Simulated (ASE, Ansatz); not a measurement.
**Energy and forces of twisted blue phosphorene bilayer, 7.34° (244 atoms)**

Wanted: forces and levels of twisted blue phosphorene bilayer, 7.34° (244 atoms).

Calculated with Ansatz 0.2.0; Kohn-Sham DFT, PBE+D4, PAW (set soft_2), localised support functions (medium).

### 1. Starting point

The cell holds 244 atoms: 244 P. Cell: a = 25.618 Å, b = 25.618 Å, c = 17.960 Å, α = 90.0°, β = 90.0°, γ = 120.0°. It derives from P (blue phosphorene). Blue phosphorene (a = 3.28 Å) under blue phosphorene (a = 3.28 Å), bilayer, commensurate cell of 61 unit cells a layer, twist 7.34 deg; facing planes 3.48 Å apart; 12 Å of vacuum; layers as built, displaced by a Gaussian of 0.01 Å. Regions: layer 1, 122 atoms (122 P); layer 2, 122 atoms (122 P). Vacuum lies along c.

Limits known from the start: Beside vacuum, support functions can miss their usual error bounds without a warning. Sampling is at Γ alone, for a cell whose shortest periodic width is 22 Å.

### 2. Support functions medium

One self-consistent run at the given positions yields energy and forces.

File input.yaml:

```yaml
crystal:
  lattice:
    - [25.6176, 0.0, 0.0]
    - [-12.8088, 22.18549, 0.0]
    - [0.0, 0.0, 17.96]
  atoms:
    - { symbol: P, position: [0.08743, 0.86306, 0.40273] }
    - { symbol: P, position: [0.09207, 0.79206, 0.33442] }
    - { symbol: P, position: [0.1522, 0.01007, 0.40186] }
    - { symbol: P, position: [0.15891, 0.93993, 0.33379] }
    - { symbol: P, position: [0.10444, 0.65091, 0.40364] }
    - { symbol: P, position: [0.10927, 0.57879, 0.33325] }
    - { symbol: P, position: [0.16996, 0.79751, 0.40239] }
    - { symbol: P, position: [0.17511, 0.72676, 0.33421] }
    - { symbol: P, position: [0.23559, 0.94582, 0.40327] }
    - { symbol: P, position: [0.24112, 0.87464, 0.33397] }
    - { symbol: P, position: [0.11982, 0.43673, 0.40284] }
    - { symbol: P, position: [0.12582, 0.36638, 0.33354] }
    - { symbol: P, position: [0.18612, 0.58547, 0.40198] }
    - { symbol: P, position: [0.191, 0.51297, 0.3339] }
    - { symbol: P, position: [0.25128, 0.73245, 0.40273] }
    - { symbol: P, position: [0.25748, 0.66128, 0.33429] }
    - { symbol: P, position: [0.31711, 0.87971, 0.40311] }
    - { symbol: P, position: [0.32249, 0.8087, 0.33472] }
    - { symbol: P, position: [0.3832, 0.02813, 0.40323] }
    - { symbol: P, position: [0.3875, 0.95608, 0.33336] }
    - { symbol: P, position: [0.07084, 0.07627, 0.40267] }
    - { symbol: P, position: [0.07698, 0.00586, 0.33239] }
    - { symbol: P, position: [0.13643, 0.22366, 0.40408] }
    - { symbol: P, position: [0.14217, 0.15333, 0.33404] }
    - { symbol: P, position: [0.20204, 0.37192, 0.40279] }
    - { symbol: P, position: [0.20755, 0.30066, 0.33359] }
    - { symbol: P, position: [0.26729, 0.51899, 0.40237] }
    - { symbol: P, position: [0.27334, 0.44823, 0.33445] }
    - { symbol: P, position: [0.33321, 0.66681, 0.40334] }
    - { symbol: P, position: [0.33834, 0.59522, 0.33417] }
    - { symbol: P, position: [0.39857, 0.81446, 0.40286] }
    - { symbol: P, position: [0.40415, 0.7429, 0.33437] }
    [... 206 atom lines left out ...]
    - { symbol: P, position: [0.94558, 0.23483, 0.66614] }
    - { symbol: P, position: [0.93932, 0.15799, 0.59709] }
    - { symbol: P, position: [0.02719, 0.38237, 0.66537] }
    - { symbol: P, position: [0.02171, 0.30538, 0.59593] }
    - { symbol: P, position: [0.01085, 0.15219, 0.66458] }
    - { symbol: P, position: [0.00531, 0.07607, 0.59608] }
kpoints:
  mp_grid: { grid: [1, 1, 1] }
hamiltonian:
  xc: pbe
  dispersion: d4
scf:
  occupations: { method: fixed }
  eigensolver: { kind: { support_functions: { accuracy: medium } } }
  mixing: { beta: 0.2 }
  max_iter: 150
output:
  forces: true
  eigenvalues: true
```

On the command line:

```console
ansatz run input.yaml --threads 8 --pin off --max-ram 15872MiB --backend cpu --events-out ev --progress --plain --runs-dir out
```

Numbers of over 12 decimals in the logs are rounded to 6 here.

The program printed:

```text
Warning: scf.eigensolver.kind.support_functions: disabling space-group detection — the functions' gradient is summed over unrotated k-points, so no spatial operation reduces the k-mesh or symmetrises the density; time reversal is kept, so that k and −k are solved as one point where they differ and the mesh holds both, and exact exchange and, on two spinor components, a DFT+U term hold to it where the run has them: [...]
settings of this run that can trade accuracy for cost: scf.eigensolver.kind.support_functions [...]
Engine: ansatz 0.2.0, aarch64-unknown-linux-gnu
Pseudopotentials: kind: paw
Pseudopotential: P, paw, valence charge 5, recommended cutoff 420 eV (normal), P.paw.azcp
[... 5 lines on functional and potentials left out ...]
Crystal: 244 atoms, lattice volume = 10207.369 Å³
Basis set: ecut = 420 eV, 199453 PW (Γ), exchange–correlation on 360×360×250 points (8 copies of the dense FFT grid, shifted against one another)
Bands: 732, of which v1, the nominal top of the filled ones, is band 610 counted from 1 (609 counted from 0)
Symmetry: 1 space group operations
k-points: 1
[... 3 lines on functional and potentials left out ...]
Initial density: superposition of atomic densities (neutral atoms: chi_scale 0, normalization atom)
Initial wavefunctions: pseudopotential atomic-orbital guess
Eigensolver: Support functions (medium, 108×108×90 points, laid for a spacing of at most 0.237286 Å, radius 4.307391 Å, 223 sites without an atom, 0 species' potentials softened for the grid, 1 wholly corrected for its errors in the mean over positions, 1 with the egg-box correction, energy correction by stochastic trace)
Functional: x = pbe(κ = 0.804, μ = 0.219515), c = pbe(β = 0.066725)
SCF iter   1: F=—  HF=-184257.493000 eV  |F-HF|=—  |Δ(HF+E_count)|=         —  Δρ=2.50e-2  dr2=4.40e1  ethr=1.00e-1
preconditioner: auto → Resta (q_TF=auto, 1.915 Å⁻¹)  ε∞=9.7  [insulator: Δε(μ)=1.861 eV  Ē_g=8.686 eV  n_scr=1264 (ndim 8)  ℏωp=12.8 eV  f_vac=0.437  ε∞_Penn≈3.2  vacuum switching on, ρ_ref=1.4e-3 e/Å³]
SCF iter   2: F=—  HF=-184450.772590 eV  |F-HF|=—  |Δ(HF+E_count)|=    1.93e2  Δρ=2.28e-2  dr2=4.37e1  ethr=3.61e-3
SCF iter   3: F=—  HF=-184452.557128 eV  |F-HF|=—  |Δ(HF+E_count)|=    1.78e0  Δρ=1.84e-2  dr2=2.89e1  ethr=3.58e-3  κ⁻¹=1.0e0(r=1)
SCF iter   4: F=—  HF=-184446.334988 eV  |F-HF|=—  |Δ(HF+E_count)|=    6.22e0  Δρ=2.20e-3  dr2=7.29e-1  ethr=2.37e-3  κ⁻¹=2.0e-4(r=2)
SCF iter   5: F=—  HF=-184446.603212 eV  |F-HF|=—  |Δ(HF+E_count)|=   2.68e-1  Δρ=1.78e-3  dr2=3.12e-1  ethr=5.97e-5  κ⁻¹=1.0e-4(r=3)
SCF iter   6: F=—  HF=-184446.851169 eV  |F-HF|=—  |Δ(HF+E_count)|=   2.48e-1  Δρ=6.67e-4  dr2=8.47e-2  ethr=2.56e-5  κ⁻¹=2.4e-5(r=4)
SCF iter   7: F=—  HF=-184446.942287 eV  |F-HF|=—  |Δ(HF+E_count)|=   9.11e-2  Δρ=2.83e-4  dr2=2.93e-2  ethr=6.95e-6  κ⁻¹=4.0e-6(r=5)
SCF iter   8: F=—  HF=-184446.956322 eV  |F-HF|=—  |Δ(HF+E_count)|=   1.40e-2  Δρ=1.63e-4  dr2=8.95e-3  ethr=2.40e-6  κ⁻¹=1.2e-7(r=6)
SCF iter   9: F=—  HF=-184446.966408 eV  |F-HF|=—  |Δ(HF+E_count)|=   1.01e-2  Δρ=1.60e-4  dr2=7.40e-3  ethr=7.34e-7  κ⁻¹=1.2e-7(r=7)
SCF iter  10: F=—  HF=-184446.971367 eV  |F-HF|=—  |Δ(HF+E_count)|=   4.96e-3  Δρ=7.59e-5  dr2=1.54e-3  ethr=6.06e-7  κ⁻¹=1.4e-7(r=7)
SCF iter  11: F=—  HF=-184446.976819 eV  |F-HF|=—  |Δ(HF+E_count)|=   5.45e-3  Δρ=5.42e-5  dr2=6.25e-4  ethr=1.26e-7  κ⁻¹=5.2e-6(r=7)
SCF iter  12: F=—  HF=-184446.981147 eV  |F-HF|=—  |Δ(HF+E_count)|=   4.33e-3  Δρ=2.43e-5  dr2=1.72e-4  ethr=5.12e-8  κ⁻¹=4.1e-6(r=7)
SCF iter  13: F=—  HF=-184446.984901 eV  |F-HF|=—  |Δ(HF+E_count)|=   3.75e-3  Δρ=2.37e-5  dr2=1.06e-4  ethr=1.41e-8  κ⁻¹=3.6e-5(r=7)
SCF iter  14: F=—  HF=-184446.988146 eV  |F-HF|=—  |Δ(HF+E_count)|=   3.24e-3  Δρ=7.72e-6  dr2=1.77e-5  ethr=8.66e-9  κ⁻¹=3.8e-6(r=7)
SCF iter  15: F=—  HF=-184446.990882 eV  |F-HF|=—  |Δ(HF+E_count)|=   2.74e-3  Δρ=7.83e-6  dr2=1.03e-5  ethr=1.45e-9  κ⁻¹=8.4e-6(r=7)
SCF iter  16: F=—  HF=-184446.990881 eV  |F-HF|=—  |Δ(HF+E_count)|=   6.57e-7  Δρ=7.81e-6  dr2=6.92e-6  ethr=8.44e-10  κ⁻¹=8.1e-6(r=7)
SCF iter  17: F=-184446.990890 eV  HF=-184446.990890 eV  |F-HF|=1.55e-7  |Δ(HF+E_count)|=   9.26e-6  Δρ=3.25e-6  dr2=1.55e-6  ethr=5.67e-10
SCF 1 converged in 17 iterations: F = -184447.047459 eV  dr2 = 1.55e-6
  greatest PAW one-centre occupation: 0.821 electrons in one spin orbital (limit 2), on the P atom at site 40 (counted from 0), in its partial waves of l = 0
SCF converged after 17 iterations
Stability not checked: this state was not tested for a lower state beside it, because the mixer in use, unlike msr1, does not test its closes by its own steps (another_mixer; see scf.mixing.algorithm and scf.lower_state_search)
Free energy (F): -184447.047459 eV
Harris-Foulkes:  -184447.047459 eV  (|F-HF|=1.55e-7)
Internal energy: -184447.047459 eV  (E = F + TS)
E sigma→0 (E₀):  -184447.047459 eV
Fermi energy:    0.060099 eV
--- Per-component energies (eV) ---
  E_band       = -6979.601906
  E_kinetic    = 16940.117615
  E_local      = -212235.291624  (includes V_loc(G=0)·N_el)
  E_nonlocal   = 8294.382065
  E_grid_corr  = -0.005141  (part of E_nonlocal)
  E_hartree    = 98256.346453
  E_xc         = -14876.293489
  E_vxc        = -14652.749008  (∫ρ·V_xc dr)
  E_paw        = -138917.947097  (= ΣΔE_a)
  E_vpaw       = -1839.006902  (= ΣTr[D̂ρ^β])
  E_aug_tail   = 0.000801  (compensation charges beyond the density's cutoff)
  E_ewald      = 58160.755459
  E_disp       = -69.061072  (pairwise vdW)
  E_smearing   = -0.000000  (= −TS)
  E_closure    = -0.000000  (closes the sum)
  E_support_correction = -0.056569  (second-order, or where that is not computed along the SCF)
  E_support_correction_error = 6.1e-4  (of E_support_correction; not in F)
  Σ components = -184447.047459   (vs F -184447.047459, Δ=0.00e0)
--- Forces (eV/Å), atoms counted from 1 ---
  atom   1  P     -0.04842855     0.14445458     0.11358931
  atom   2  P      0.25647875     0.00901626    -0.15242306
  atom   3  P      0.07741470     0.22908584     0.10864858
  atom   4  P      0.01994631    -0.14108246    -0.04071831
  atom   5  P     -0.06149510    -0.27388272    -0.27355831
  atom   6  P     -0.17502407     0.12798727     0.16962667
  atom   7  P     -0.24065457     0.10587525     0.00792823
  atom   8  P     -0.04068724    -0.07033567    -0.24246925
  atom   9  P     -0.10355812    -0.14472725     0.03551172
  atom  10  P     -0.10264270    -0.03259874    -0.00827843
  atom  11  P      0.21127900     0.03744664     0.09536078
  atom  12  P     -0.04841555    -0.11361367    -0.01084707
  atom  13  P      0.05336897    -0.27444892     0.00042220
  atom  14  P     -0.09943223     0.12254670    -0.06844169
[...]
atom 243  P     -0.04986899     0.11828889     0.03153838
  atom 244  P      0.04954852    -0.12101893     0.10073485
  max |Σ_I F_I| component: 1.73e-3 eV/Å
--- Band table (eV) ---
  k-point 0: bands = ["-14.6683", "-14.6113", "-14.4217", "-14.4187", [... 609 levels ...], "1.4488", "1.4525", "1.4559", "1.5502", "1.5573", "1.5622", "1.5680", "1.5690", "1.5711", "1.5837", "1.5871", "1.5900"]
settings of this run that can trade accuracy for cost: scf.eigensolver.kind.support_functions [...]
```

Elapsed: 4.5 min, on 8 threads of Arm Neoverse V1, shared host; peak memory 9.4 GiB.

The program notes that the band table was not solved further than the SCF left it and it switched symmetry off.

Read from the output:

* free energy: -184447.0475 eV
* free energy per atom: -755.9305 eV/atom
* SCF cycles: 17
* r.m.s. force component: 0.1343 eV/Å
* longest force: 0.4549 eV/Å
* Fermi energy: 0.0601 eV
* gap (highest filled to lowest empty level): 1.375 eV

Length of the force by element:

```tsv
element	coordination	atoms	mean length of the force (eV/Å)	spread	least	most
P	all	244	0.216	0.0873	0.0264	0.455
```

By region:

```tsv
region	atoms	mean length of the force (eV/Å)
layer 1	122	0.209
layer 2	122	0.222
```

The levels nearest the highest filled one (over half full), pooled over k-points and spins:

```tsv
level less the highest filled one (eV)	occupation
-0.0578	2
-0.0444	2
-0.0297	2
-0.0185	2
-0.0035	2
0	2
1.38	0
1.38	0
1.38	0
1.39	0
1.39	0
1.40	0
```

### 3. Structure statistics

These statistics describe the geometry on which the runs were made.

Normalised to the volume that the atoms fill. Pair distribution function in bins of 0.1 Å:

```tsv
r (Å)	total
2.15	0.00
2.25	8.67
2.35	0.00
2.45	0.00
2.55	0.00
2.65	0.00
2.75	0.00
2.85	0.00
2.95	0.00
3.05	0.00
3.15	0.00
3.25	7.73
3.35	0.56
3.45	0.03
3.55	0.14
3.65	0.15
3.75	0.14
3.85	0.08
3.95	2.55
4.05	0.50
4.15	0.18
4.25	0.05
4.35	0.16
4.45	0.07
4.55	0.16
4.65	0.07
4.75	0.28
4.85	0.35
4.95	0.22
5.05	0.34
5.15	3.67
5.25	0.25
5.35	0.29
5.45	0.30
5.55	0.21
5.65	2.91
5.75	0.35
5.85	0.30
5.95	0.32
6.05	0.29
6.15	0.37
6.25	0.28
6.35	0.36
6.45	0.26
```

Bonds by pair of elements; cutoffs follow the first minimum of g(r), held within bounds set by covalent radii, and pairs that aren't listed don't count as bonded:

```tsv
pair A-B	cutoff (Å)	bonds	mean length (Å)	spread (Å)	shortest (Å)	B about A	A about B
P-P	2.68	366	2.26	0.013	2.23	3	3
```

How many atoms have how many bonded neighbours:

```tsv
element	mean	3
P	3	244
```

Bond angles, per cent of each kind in bins of 5°:

```tsv
angle (°)	P-P-P
90–95	100.0
```

Bond angles (no mean is given where the spread exceeds 20°):

```tsv
angle	count	mean (°)	spread (°)
P-P-P	732	92.9	0.5
```

The first maximum of g(r) stands at about 2.27 Å. By these cutoffs all P atoms have 3 bonded neighbours. The P-P-P angle averages 93° with a spread of 0.5°.

The surroundings of P233, which bears the longest force, nearest first, numbered as they follow in the input and with coordinates relative to it.

```tsv
atom	x	y	z	distance (Å)	bonds	Fx	Fy	Fz (eV/Å)
P233	0.00	0.00	0.00	0.00	3	-0.213	0.058	0.398
P234	0.83	-1.68	-1.21	2.23	3	-0.067	-0.274	-0.170
P236	1.04	1.56	-1.22	2.24	3	0.059	0.288	-0.144
P224	-1.91	0.12	-1.21	2.26	3	0.059	0.048	-0.207
P241	2.72	-1.82	0.01	3.27	3	0.035	-0.105	0.066
P131	2.93	1.45	0.00	3.27	3	-0.117	-0.079	0.244
P231	-0.22	-3.27	0.03	3.28	3	-0.037	0.022	-0.291
P223	-2.74	1.82	0.01	3.29	3	0.103	0.117	0.156
P235	0.21	3.28	0.01	3.29	3	-0.052	-0.080	0.038
P221	-2.96	-1.45	0.00	3.29	3	0.022	-0.009	0.181
```

The column of bonds counts only the pairs P-P within 2.68 Å; other neighbours, such as metal atoms beside each other in a compound, aren't counted, and periodic images can show an atom twice.

### 4. Summary of results

| Property | Result |
| --- | --- |
| free energy per atom | -755.9305 eV/atom |
| r.m.s. force component | 0.1343 eV/Å |
| gap (highest filled to lowest empty level) | 1.375 eV |
| wall time of the 1 DFT run | 4.5 min |

**Reading.** Between filled and empty levels lie 1.38 eV (at Γ alone); a semilocal functional tends to put such gaps too low. With the cutoffs above, all P atoms have 3 bonded neighbours.

Caveats: The geometry was built by rule, was displaced at random and isn't relaxed at this level: its force components are 0.13 eV/Å r.m.s.

[Logs are printed without paths, hosts, clocks, repeated set-up lines and the standing remarks that a program may print on its own settings, such as how far it seeks lower states.]

[Hosts, paths, dates, database ids (printed as entryN), source tags and the programs' standing remarks are cut or masked in the printed files.]
